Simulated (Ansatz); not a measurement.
# LuZn (Pm-3m): from the cell to its phonons

Aim: the vibrations of LuZn (Pm-3m), their spectra, and whether the structure is stable.

Program: Ansatz 0.2.0. Level of theory: DFT PBEsol, scalar-relativistic, plane waves, PAW; PAW set soft_1. Results are calculated unless marked as measured.

## (1) The starting structure

It takes space group Pm-3m (No. 221, cubic). The conventional cell has a = 3.491 Å, b = 3.491 Å, c = 3.491 Å, α = 90.00°, β = 90.00°, γ = 90.00°. Nearest to Lu lie 8 Zn at 3.02 Å. Nearest to Zn lie 8 Lu at 3.02 Å. Farther neighbours are not listed.

## (2) Bringing the structure to rest

The cell and atoms are relaxed, since residual forces and stress would shift the frequencies.

Input file input.yaml:

```yaml
crystal:
  lattice:
    - [3.491, 0.0, 0.0]
    - [0.0, 3.491, 0.0]
    - [0.0, 0.0, 3.491]
  atoms:
    - { symbol: Lu, position: [0.0, 0.0, 0.0] }
    - { symbol: Zn, position: [0.5, 0.5, 0.5] }
kpoints:
  mp_grid: { grid: [12, 12, 12] }
hamiltonian:
  xc: pbesol
  pseudopotentials: { kind: paw, azcp: { folder: soft_1 }, xc_functional: pbe }
scf:
  occupations: { method: gaussian, width: 0.1 }
output:
  forces: true
  stress: true
  eigenvalues: true
  write_density: true
  write_potential: true
  elf: true
  volumetric_format: npy
relax:
  adjacent_minimum: "off"
  f_tol: 0.005
  max_steps: 80
  cell: { stress_tol: 0.05 }
```

On the command line:

```bash
ansatz run input.yaml --threads 4 --pin off --max-ram 10240MiB --backend cpu --events-out ev --progress --plain --runs-dir out
```

Numbers of over 12 decimals in the logs are rounded to 6 here.

Log:

```text
Engine: ansatz 0.2.0, aarch64-unknown-linux-gnu
Pseudopotentials: kind: paw
Pseudopotential: Lu, paw, valence charge 25, recommended cutoff 420 eV (normal), soft_1/Lu.paw.azcp
Pseudopotential: Zn, paw, valence charge 12, recommended cutoff 420 eV (normal), soft_1/Zn.paw.azcp
Functional definition: PBEsol
  exchange = pbesol_x
  correlation = pbesol_c
Crystal: 2 atoms, lattice volume = 42.545 Å³
Basis set: ecut = 420 eV, 847 PW (Γ), exchange–correlation on 48×48×48 points (8 copies of the dense FFT grid, shifted against one another)
Bands: 23, of which v1, the nominal top of the filled ones, is band 19 counted from 1 (18 counted from 0)
Symmetry: 48 space group operations
Space group: Pm-3m (ITA 221), of the structure as read, at distance tolerance 3.5e-5 Å
k-points: 84 of 1728
Non-local potential: Lu, projectors of the file, l = 0: 3, l = 1: 2, l = 2: 2, l = 3: 3
Non-local potential: Zn, projectors of the file, l = 0: 2, l = 1: 2, l = 2: 3, l = 3: 1
PAW form: soft (Blöchl's): semilocal exchange-correlation on the pseudo side does not see the compensation charge
PAW frozen core: Lu, regenerated for the run's functional, and the local potential with it (the file was generated under x = pbe(κ = 0.804, μ = 0.219515), c = pbe(β = 0.066725))
PAW frozen core: Zn, regenerated for the run's functional, and the local potential with it (the file was generated under x = pbe(κ = 0.804, μ = 0.219515), c = pbe(β = 0.066725))
PAW one-centre angular grid: Lu, 590 points (default); XC on 64 Gauss nodes
PAW one-centre angular grid: Zn, 590 points (default); XC on 64 Gauss nodes
Initial density: superposition of atomic densities (chi_scale 0.1, normalization cell, long waves kept (reshape's long-wave potential 0.00 eV rms))
Initial wavefunctions: pseudopotential atomic-orbital guess
Functional: x = pbesol(κ = 0.804, μ = 0.123457), c = pbesol(β = 0.046)
SCF iter   1: F=—  HF=-17894.538467 eV  |F-HF|=—  |Δ(HF+E_count)|=         —  Δρ=1.11e-1  dr2=3.93e0  ethr=3.10e-3  ⟨swp⟩=6.6  Hψ=10076  notcnv=0
preconditioner: auto → Kerker (q_TF=auto, 2.666 Å⁻¹)  [metal: Δε(μ)=0.008 eV  Ē_g=11.481 eV  σ=0.100 eV  W_gap=0.05  n_scr=18 (ndim 8)  ℏωp=33.7 eV  f_vac=0.000  D(μ)=2.27/eV (n_scr^D=18)]
SCF iter   2: F=—  HF=-17893.894299 eV  |F-HF|=—  |Δ(HF+E_count)|=   6.44e-1  Δρ=4.06e-2  dr2=2.16e-1  ethr=3.10e-3  ⟨swp⟩=3.9  Hψ=5420  notcnv=0  defer=4
SCF iter   3: F=—  HF=-17893.682592 eV  |F-HF|=—  |Δ(HF+E_count)|=   2.12e-1  Δρ=1.67e-2  dr2=1.47e-1  ethr=5.84e-4  ⟨swp⟩=3.0  Hψ=5071  notcnv=0  defer=12
SCF iter   4: F=—  HF=-17893.656629 eV  |F-HF|=—  |Δ(HF+E_count)|=   2.60e-2  Δρ=8.02e-3  dr2=1.57e-2  ethr=3.97e-4  ⟨swp⟩=2.7  Hψ=4348  notcnv=0  defer=8
SCF iter   5: F=—  HF=-17893.668931 eV  |F-HF|=—  |Δ(HF+E_count)|=   1.23e-2  Δρ=7.59e-3  dr2=9.43e-3  ethr=4.23e-5  ⟨swp⟩=3.1  Hψ=4546  notcnv=0  defer=8
SCF iter   6: F=—  HF=-17893.663062 eV  |F-HF|=—  |Δ(HF+E_count)|=   5.87e-3  Δρ=2.84e-3  dr2=2.25e-3  ethr=2.55e-5  ⟨swp⟩=3.4  Hψ=5323  notcnv=0  defer=11
SCF iter   7: F=—  HF=-17893.662601 eV  |F-HF|=—  |Δ(HF+E_count)|=   4.61e-4  Δρ=1.40e-3  dr2=5.50e-4  ethr=6.07e-6  ⟨swp⟩=2.3  Hψ=3563  notcnv=0  defer=11
SCF iter   8: F=—  HF=-17893.662498 eV  |F-HF|=—  |Δ(HF+E_count)|=   1.03e-4  Δρ=5.59e-4  dr2=8.87e-5  ethr=1.49e-6  ⟨swp⟩=2.0  Hψ=2983  notcnv=0  defer=11
SCF iter   9: F=—  HF=-17893.662460 eV  |F-HF|=—  |Δ(HF+E_count)|=   3.75e-5  Δρ=1.08e-4  dr2=2.76e-6  ethr=2.40e-7  ⟨swp⟩=2.0  Hψ=3133  notcnv=0  defer=11
SCF iter  10: F=-17893.662459 eV  HF=-17893.662459 eV  |F-HF|=7.59e-8  |Δ(HF+E_count)|=   5.96e-7  Δρ=1.98e-5  dr2=8.04e-8  ethr=2.70e-10  ⟨swp⟩=13.3  Hψ=21974  notcnv=0
SCF 1 converged in 10 iterations: F = -17893.662459 eV  dr2 = 8.04e-8
  greatest PAW one-centre occupation: 0.998 electrons in one spin orbital (limit 2), on the Lu atom at site 0 (counted from 0), in its partial waves of l = 0
relax step   1: F+E_penalty+E_count = -17893.66245942 eV  Δ(F+E_penalty+E_count) = +0.000e0 eV  max|allowed force component| = 3.031e-29 eV/Å  Δτ_max = 0.0000 Å  P = -3.524 GPa  Ω = 42.545 Å³  (10 SCF iters, dr2 threshold 1.00e-7 eV, accepted)
Crystal: 2 atoms, lattice volume = 39.326 Å³
Basis set: ecut = 420 eV, 751 PW (Γ), exchange–correlation on 48×48×48 points (8 copies of the dense FFT grid, shifted against one another)
Initial density: handed on by an earlier stage of this run
Initial wavefunctions: those handed on with the density
iter 1 solved again at ethr=9.65e-5 eV; its pass at ethr=3.10e-3 eV (dr2=3.57e-2 eV) is discarded
SCF iter   1: F=—  HF=-17893.692733 eV  |F-HF|=—  |Δ(HF+E_count)|=         —  Δρ=1.05e-2  dr2=3.61e-2  ethr=9.65e-5  ⟨swp⟩=2.0  Hψ=15011  notcnv=0
preconditioner: auto → Kerker (q_TF=auto, 2.701 Å⁻¹)  [metal: Δε(μ)=0.027 eV  Ē_g=12.130 eV  σ=0.100 eV  W_gap=0.15  n_scr=18 (ndim 8)  ℏωp=35.0 eV  f_vac=0.000  D(μ)=2.07/eV (n_scr^D=18)]
SCF iter   2: F=—  HF=-17893.684447 eV  |F-HF|=—  |Δ(HF+E_count)|=   8.29e-3  Δρ=3.09e-3  dr2=2.84e-3  ethr=9.65e-5  ⟨swp⟩=2.0  Hψ=3410  notcnv=0
SCF iter   3: F=—  HF=-17893.682733 eV  |F-HF|=—  |Δ(HF+E_count)|=   1.71e-3  Δρ=1.91e-3  dr2=2.41e-3  ethr=7.68e-6  ⟨swp⟩=2.9  Hψ=3569  notcnv=0
SCF iter   4: F=—  HF=-17893.682265 eV  |F-HF|=—  |Δ(HF+E_count)|=   4.68e-4  Δρ=9.43e-4  dr2=3.76e-4  ethr=6.50e-6  ⟨swp⟩=2.0  Hψ=3171  notcnv=0
SCF iter   5: F=—  HF=-17893.682379 eV  |F-HF|=—  |Δ(HF+E_count)|=   1.14e-4  Δρ=1.02e-3  dr2=1.60e-4  ethr=1.02e-6  ⟨swp⟩=3.0  Hψ=4105  notcnv=0
SCF iter   6: F=—  HF=-17893.682225 eV  |F-HF|=—  |Δ(HF+E_count)|=   1.54e-4  Δρ=1.83e-4  dr2=6.59e-6  ethr=4.32e-7  ⟨swp⟩=3.3  Hψ=4557  notcnv=0
SCF iter   7: F=—  HF=-17893.682216 eV  |F-HF|=—  |Δ(HF+E_count)|=   8.71e-6  Δρ=4.02e-5  dr2=4.15e-7  ethr=1.78e-8  ⟨swp⟩=3.5  Hψ=4735  notcnv=0
SCF iter   8: F=-17893.682217 eV  HF=-17893.682217 eV  |F-HF|=1.41e-8  |Δ(HF+E_count)|=   3.37e-7  Δρ=1.05e-5  dr2=2.44e-8  ethr=5.41e-10  ⟨swp⟩=15.1  Hψ=21919  notcnv=0
SCF 2 converged in 8 iterations: F = -17893.682217 eV  dr2 = 2.44e-8
  Residual-converged pass: ⟨swp⟩=1.0  Hψ=2272  notcnv=0  max |occ|·‖R‖ = 7.1e-9 eV (tolerance 1.0e-8 eV)  dr2=2.44e-8  dr2_onsite=8.86e-9  max |Δocc| = 4.2e-11
relax step   2: F+E_penalty+E_count = -17893.68221667 eV  Δ(F+E_penalty+E_count) = -1.976e-2 eV  max|allowed force component| = 4.404e-30 eV/Å  Δτ_max = 0.0000 Å  P = +2.082 GPa  Ω = 39.326 Å³  energy of the carried Pulay correction = +1.385e-3 eV  (8 SCF iters, dr2 threshold 2.00e-7 eV, accepted)
Crystal: 2 atoms, lattice volume = 40.463 Å³
iter 1 solved again at ethr=1.33e-5 eV; its pass at ethr=3.10e-3 eV (dr2=4.90e-3 eV) is discarded
SCF iter   1: F=—  HF=-17893.689797 eV  |F-HF|=—  |Δ(HF+E_count)|=         —  Δρ=3.81e-3  dr2=4.98e-3  ethr=1.33e-5  ⟨swp⟩=1.8  Hψ=13419  notcnv=0
preconditioner: auto → Kerker (q_TF=auto, 2.688 Å⁻¹)  [metal: Δε(μ)=0.020 eV  Ē_g=12.191 eV  σ=0.100 eV  W_gap=0.11  n_scr=18 (ndim 8)  ℏωp=34.5 eV  f_vac=0.000  D(μ)=1.91/eV (n_scr^D=18)]
SCF iter   2: F=—  HF=-17893.688606 eV  |F-HF|=—  |Δ(HF+E_count)|=   1.19e-3  Δρ=1.11e-3  dr2=4.79e-4  ethr=1.33e-5  ⟨swp⟩=2.1  Hψ=2636  notcnv=0
SCF iter   3: F=—  HF=-17893.688383 eV  |F-HF|=—  |Δ(HF+E_count)|=   2.23e-4  Δρ=6.89e-4  dr2=3.24e-4  ethr=1.30e-6  ⟨swp⟩=2.2  Hψ=3278  notcnv=0
SCF iter   4: F=—  HF=-17893.688318 eV  |F-HF|=—  |Δ(HF+E_count)|=   6.55e-5  Δρ=3.53e-4  dr2=4.39e-5  ethr=8.77e-7  ⟨swp⟩=2.0  Hψ=3172  notcnv=0
SCF iter   5: F=—  HF=-17893.688323 eV  |F-HF|=—  |Δ(HF+E_count)|=   5.94e-6  Δρ=3.61e-4  dr2=2.04e-5  ethr=1.19e-7  ⟨swp⟩=3.1  Hψ=4297  notcnv=0
SCF iter   6: F=—  HF=-17893.688307 eV  |F-HF|=—  |Δ(HF+E_count)|=   1.63e-5  Δρ=4.23e-5  dr2=5.27e-7  ethr=5.52e-8  ⟨swp⟩=3.6  Hψ=4732  notcnv=0
SCF iter   7: F=-17893.688307 eV  HF=-17893.688307 eV  |F-HF|=4.89e-8  |Δ(HF+E_count)|=   2.97e-7  Δρ=1.23e-5  dr2=6.70e-8  ethr=5.41e-10  ⟨swp⟩=14.5  Hψ=22445  notcnv=0
SCF 3 converged in 7 iterations: F = -17893.688307 eV  dr2 = 6.70e-8
  Residual-converged pass: ⟨swp⟩=1.1  Hψ=2273  notcnv=0  max |occ|·‖R‖ = 7.0e-9 eV (tolerance 1.0e-8 eV)  dr2=6.70e-8  dr2_onsite=4.31e-8  max |Δocc| = 3.0e-11
relax step   3: F+E_penalty+E_count = -17893.68830680 eV  Δ(F+E_penalty+E_count) = -6.090e-3 eV  max|allowed force component| = 1.553e-30 eV/Å  Δτ_max = 0.0000 Å  P = -0.169 GPa  Ω = 40.463 Å³  energy of the carried Pulay correction = +8.835e-4 eV  (7 SCF iters, dr2 threshold 2.00e-7 eV, accepted)
[...]
relax step   4: F+E_penalty+E_count = -17893.68839331 eV  Δ(F+E_penalty+E_count) = -8.651e-5 eV  max|allowed force component| = 8.152e-30 eV/Å  Δτ_max = 0.0000 Å  P = -0.008 GPa  Ω = 40.375 Å³  energy of the carried Pulay correction = +9.216e-4 eV  (6 SCF iters, dr2 threshold 7.12e-8 eV, accepted)
Initial wavefunctions: pseudopotential atomic-orbital guess (no wavefunctions were taken with the density)
iter 1 solved again at ethr=8.94e-8 eV; its pass at ethr=3.10e-3 eV (dr2=3.31e-5 eV) is discarded
SCF iter   1: F=—  HF=-17893.687583 eV  |F-HF|=—  |Δ(HF+E_count)|=         —  Δρ=9.57e-5  dr2=1.19e-6  ethr=8.94e-8  ⟨swp⟩=5.5  Hψ=19032  notcnv=0
preconditioner: auto → Kerker (q_TF=auto, 2.689 Å⁻¹)  [metal: Δε(μ)=0.025 eV  Ē_g=12.160 eV  σ=0.100 eV  W_gap=0.14  n_scr=18 (ndim 8)  ℏωp=34.6 eV  f_vac=0.000  D(μ)=1.95/eV (n_scr^D=18)]
SCF iter   2: F=—  HF=-17893.687574 eV  |F-HF|=—  |Δ(HF+E_count)|=   8.49e-6  Δρ=1.66e-4  dr2=5.38e-6  ethr=3.22e-9  ⟨swp⟩=3.4  Hψ=4913  notcnv=0
SCF iter   3: F=—  HF=-17893.687574 eV  |F-HF|=—  |Δ(HF+E_count)|=   4.01e-7  Δρ=3.28e-5  dr2=2.71e-7  ethr=3.22e-9  ⟨swp⟩=3.0  Hψ=4545  notcnv=0
SCF iter   4: F=—  HF=-17893.687573 eV  |F-HF|=—  |Δ(HF+E_count)|=   4.70e-7  Δρ=2.55e-5  dr2=9.37e-8  ethr=7.32e-10  ⟨swp⟩=3.0  Hψ=3998  notcnv=0
SCF iter   5: F=—  HF=-17893.687573 eV  |F-HF|=—  |Δ(HF+E_count)|=   3.92e-8  Δρ=7.75e-6  dr2=7.15e-9  ethr=2.53e-10  ⟨swp⟩=3.2  Hψ=4527  notcnv=0
SCF iter   6: F=—  HF=-17893.687573 eV  |F-HF|=—  |Δ(HF+E_count)|=   3.48e-8  Δρ=1.41e-6  dr2=1.45e-10  ethr=1.93e-11  ⟨swp⟩=2.7  Hψ=3912  notcnv=0
SCF iter   7: F=-17893.687573 eV  HF=-17893.687573 eV  |F-HF|=3.64e-12  |Δ(HF+E_count)|=  6.66e-10  Δρ=2.45e-7  dr2=8.56e-12  ethr=1.00e-12  ⟨swp⟩=8.1  Hψ=15973  notcnv=0
SCF 5 converged in 7 iterations: F = -17893.687573 eV  dr2 = 8.56e-12
relax step   5: F+E_penalty+E_count = -17893.68757335 eV  Δ(F+E_penalty+E_count) = +8.200e-4 eV  max|allowed force component| = 2.498e-30 eV/Å  Δτ_max = 0.0000 Å  P = -0.022 GPa  Ω = 40.375 Å³  stress off target by 2.17e-2 GPa  SCF on the basis re-selected at this cell (its energy is not comparable with the rows above)  (7 SCF iters)
basis re-selected at this cell: Δ(F+E_penalty+E_count) = +8.200e-4 eV, ΔP = -0.014 GPa vs the last step (what re-selecting the basis moved, of the pressure what is left beyond the Pulay correction that the steps carried, after the strain that the cell walked since its last selection, with what the two solves' SCF thresholds leave and, on support functions, any second-order correction that the steps lacked; it is no m [...]
SCF converged after 7 iterations
Free energy (F): -17893.687573 eV
Harris-Foulkes:  -17893.687573 eV  (|F-HF|=3.64e-12)
Internal energy: -17893.677836 eV  (E = F + TS)
E sigma→0 (E₀):  -17893.682705 eV
Entropy (-TS):   -0.009737 eV (-4.869 meV/atom)
Fermi energy:    13.939172 eV
--- Per-component energies (eV) ---
  E_band       = 88.242838
  E_kinetic    = 568.043350
  E_local      = -8329.270290  (includes V_loc(G=0)·N_el)
  E_nonlocal   = 1500.339777
  E_hartree    = 3396.208386
  E_xc         = -285.334420
  E_vxc        = -305.089030  (∫ρ·V_xc dr)
  E_paw        = -9156.736113  (= ΣΔE_a)
  E_vpaw       = -138.197569  (= ΣTr[D̂ρ^β])
  E_aug_tail   = -0.000240  (compensation charges beyond the density's cutoff)
  E_ewald      = -5588.917528
  E_core_change = 1.989240  (= ΣΔE_core)
  E_smearing   = -0.009737  (= −TS)
  E_closure    = 0.000000  (closes the sum)
  Σ components = -17893.687573   (vs F -17893.687573, Δ=0.00e0)
--- Forces (eV/Å), atoms counted from 1 ---
  atom   1  Lu     0.00000000    -0.00000000     0.00000000
  atom   2  Zn     0.00000000     0.00000000    -0.00000000
  max |Σ_I F_I| component: 7.63e-30 eV/Å
--- Stress (GPa, compression-positive) ---
       -0.021670      -0.000000      -0.000000
       -0.000000      -0.021670      -0.000000
       -0.000000      -0.000000      -0.021670
  P = ⅓ Tr σ = -0.0217 GPa (-0.217 kbar)
--- Band table (eV; the first three rows and the last of 84) ---
  k-point 0: bands = [... 15 lower, 8.9773, 9.0025, 14.0421, 14.0421, 19.0556, 19.0556, 19.0556, 19.1402]
  k-point 1: bands = [... 15 lower, 8.9798, 9.0034, 13.9962, 14.0690, 18.1566, 18.1566, 18.6568, 19.1489]
  k-point 2: bands = [... 15 lower, 8.9872, 9.0058, 13.7163, 14.1453, 17.3186, 17.3186, 18.1378, 19.1729]
  k-point 83: bands = [... 15 lower, 9.0086, 11.8885, 11.8885, 11.8885, 14.0416, 19.2720, 19.2720, 19.2720]
--- Relaxed structure (4 steps of the walk, 4 accepted, 1 SCFs on fresh bases) ---
  F+E_penalty+E_count = -17893.68757335 eV   max|allowed force component| = 2.498e-30 eV/Å   (the final SCF, on the basis selected at the relaxed cell)
  cell:  # Å, volume = 40.3754 Å³
    - [3.430618, 0, 0]
    - [0, 3.430618, 0]
    - [0, 0, 3.430618]
  atoms:
    - { symbol: Lu, position: [0, 0, 0] }
    - { symbol: Zn, position: [0.5, 0.5, 0.5] }
```

It took 7.9 s on 4 threads of Arm Neoverse V2, shared host; peak memory 0.41 GiB; 29 s of CPU time.

Relaxation path:

```
step  energy less that of the first step (eV)  largest force component (eV/Å)  pressure (GPa)  volume (Å³)
   1                                   0.0000                          0.0000           -3.52        42.55
   2                                  -0.0198                          0.0000            2.08        39.33
   3                                  -0.0258                          0.0000           -0.17        40.46
   4                                  -0.0259                          0.0000           -0.01        40.38
  5*                                  -0.0251                          0.0000           -0.02        40.38
```

Relaxation steps marked * repeat the geometry before them on a plane-wave basis chosen anew for their cell, so energy and pressure can jump there.

The run keeps the 48 symmetry operations that it works with, so distortions that break them were not tested.

```
conventional cell, symmetrised  before  after  change
                         a (Å)   3.491  3.431  -1.7 %
                         b (Å)   3.491  3.431  -1.7 %
                         c (Å)   3.491  3.431  -1.7 %
              volume (Å³/atom)   21.27  20.19  -5.1 %
```

Final coordinates:

```
Lu Zn
1.0
     3.43062    0.00000    0.00000
     0.00000    3.43062    0.00000
     0.00000    0.00000    3.43062
Lu Zn
1 1
Direct
  0.00000 0.00000 0.00000
  0.50000 0.50000 0.50000
```

Numbers from this step:

```
pressure          : -0.02167 GPa
volume per atom   : 20.19 Å³
gap on the k-mesh : 0 eV
```

Electrostatic potential energy in the ac plane at fractional y = 0.000, with atoms of Lu within 0.2 Å of it. With pseudopotentials it is smooth inside the atoms' cores, unlike the true potential.

Ten even steps from '0' (-71 eV) to '9' (17 eV), each cell a mean:
```
00258999987520
12468999998642
45689999998765
77899999999887
89999999999998
99999999999999
99999999999999
99999999999999
99999999999999
78899999999988
56789999999865
12478999998642
00268999997520
00157999987410
```
Columns run along a (3.4 Å; values clipped at the 3rd and 97th percentile), rows up along c (3.4 Å). Atoms in or near the plane, at fractional coordinates: Lu at (0.00, 0.00).

Valence density in the ac plane at fractional y = 0.000, with atoms of Lu within 0.2 Å of it. It is the smooth field of the valence electrons, not physical close to the nuclei.

Ten steps, logarithmic in the rise over the least value, from '_' (0 e/Å³) to '@' (46 e/Å³), each cell a mean:
```
@@%%**--..__________..==**%%
##**==::____________..--++**
====--..______________..--==
::....__________________....
____________________________
____________________________
____________________________
____________________________
____________________________
....______________________..
==--::..______________..::--
****==::____________..--==**
@@%%**--..__________..==**%%
@@@@**==..__________::==##@@
```
Columns run along a (3.4 Å), rows up along c (3.4 Å). Atoms in or near the plane, at fractional coordinates: Lu at (0.00, 0.00).

ELF in the ac plane at fractional y = 0.000, with atoms of Lu within 0.2 Å of it. It is the smooth field of the valence electrons, not physical close to the nuclei.

Ten even steps from '_' (0.09) to '@' (0.85), each cell a mean:
```
@@@@@@##::__________--%%@@@@
@@@@@@++..____..____..**@@@@
%%%%**::____::--..____--**%%
==--..____::--==--..____..--
________::--==++==--..______
______::--==++++++==--..____
____..--==++++++++++==--..__
____..::====++++++==--::____
________::====++==--::______
::::______::====--::____..::
%%##==..____::--::____::++##
@@@@%%==____....____..**@@@@
@@@@@@##::__________--%%@@@@
%%@@@@%%::__________==%%@@@@
```
Columns run along a (3.4 Å), rows up along c (3.4 Å). Atoms in or near the plane, at fractional coordinates: Lu at (0.00, 0.00).

In this step the volume went from 21.27 to 20.19 Å³/atom.

(Part 1 of 3 ends here.)

[Logs are printed without paths, hosts, clocks, repeated set-up lines and the standing remarks that a program may print on its own settings, such as how far it seeks lower states.]

[Hosts, paths, dates, database ids (printed as entryN), source tags and the programs' standing remarks are cut or masked in the printed files.]
